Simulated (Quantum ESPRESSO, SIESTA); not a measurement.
# Birch–Murnaghan line for hcp Ru, QE, PBEsol

Calculated with Quantum ESPRESSO 7.5: PBEsol; plane waves, GBRV 1.5 ultrasoft, 45/270 Ry; k-mesh 13×13×7. The volume is changed in steps from typed lattice constants. V0 = 13.309 Å³ an atom is where a Birch–Murnaghan fit to this level's pressures, the withheld one apart, crosses zero; rows within 2.5 % of V0 are left out, since F is ill-conditioned there. Shape and atoms were relaxed at QE, PBEsol at each point.

| volume (Å³/atom) | pressure (GPa) |
| --- | --- |
| 12.673 | ? |
| 12.949 | 10.12 |
| 13.776 | -11.03 |
| 14.051 | -16.44 |
| 14.327 | -21.39 |
| 14.602 | -25.68 |
| 14.877 | -29.47 |

Task: Fit the third-order Birch–Murnaghan equation to the rows given and extrapolate to the withheld row.

Worked fit:

Take the Eulerian strain f = ½[(V0/V)^(2/3) − 1] and the normalised pressure F = P / [3f(1 + 2f)^(5/2)]. The third-order Birch–Murnaghan equation is then the line F = B0 + (3/2)B0(B′ − 4) f, so u = f and v = F.

| u = f | v = F (GPa) |
| --- | --- |
| 0.00922471 | 349.348 |
| -0.0113647 | 342.658 |
| -0.0177612 | 337.736 |
| -0.0239746 | 336.270 |
| -0.0299702 | 333.346 |
| -0.0357805 | 330.544 |

With n = 6: mean u = -0.0182711, mean v = 338.317, Σ(u − ū)² = 0.0012800, Σ(u − ū)(v − v̄) = 0.53892. Slope b = 0.53892 / 0.0012800 = 421.04; intercept a = v̄ − b ū = 346.01.

So B0 = 346.0 GPa and B′ = 4 + 2b/(3a) = 4.81. At the withheld volume f = 0.01659, F = 353.0 GPa, and P = 3f(1 + 2f)^(5/2) F.

Prediction at 12.673: 19.06 GPa. The run gave 19.04 GPa, so the fit is high by 0.024 GPa (0.13 % of the value).

A fit to this level's energies over the whole scan gives V0 = 13.314 Å³, B0 = 346.1 GPa and B′ = 4.87. Among the rows given, the largest miss of the fit is at 13.776, by 0.046 GPa (0.095 % of the range of the table).

Limits: The nuclei are static. The DFT runs use Fermi–Dirac occupations of width 0.1 eV, and energies are free energies.

[Hosts, paths, dates, database ids (printed as entryN), source tags and the programs' standing remarks are cut or masked in the printed files.]
